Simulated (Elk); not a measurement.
Planning a run of Elk 11.2.3 (patched build) on GaN (F-43m). The input:

```
tasks
  320

xctype
  20

rgkmax
  8.5

gmaxvr
  18.0

lmaxapw
  10

lmaxo
  8

nxlo
  2

lorbcnd
  .true.

autolinengy
  .true.

tshift
  .false.

ngridk
  6 6 6

vkloff
  0.05 0.15 0.25

nempty
  10

swidth
  0.00551

scissor
  0.04399

gmaxrf
  1.5

wplot
  238 100 0
  0.0 0.4385

optcomp
  1 1
  2 2
  3 3

fxctype
  1

sppath
  './'

avec
  0.0000000000 4.2584989699 4.2584989699
  4.2584989699 0.0000000000 4.2584989699
  4.2584989699 4.2584989699 0.0000000000

atoms
  2
  'Ga.in'
  1
  0.0000000000 0.0000000000 0.0000000000
  'N.in'
  1
  0.7500000000 0.7500000000 0.7500000000
```

```sh
OMP_NUM_THREADS=8 elk > log
```

Q: Estimate wall time and host memory on 8 threads of Intel Xeon Platinum 8375C at 2.90GHz (Ice Lake), shared host.

It took 17 s; on shared hardware allow 8.6 s to 34 s. Peak host memory was 0.14 GiB.

[Paths, hosts, dates, memory and timing lines, banners, echoed tables and standing remarks are left out of the program output.]

[Logs are printed without paths, hosts, clocks, repeated set-up lines and the standing remarks that a program may print on its own settings, such as how far it seeks lower states.]

[Runs of the session that timed out or met a known fault of the program may be left out.]

[Hosts, paths, dates, database ids (printed as entryN), source tags and the programs' standing remarks are cut or masked in the printed files.]
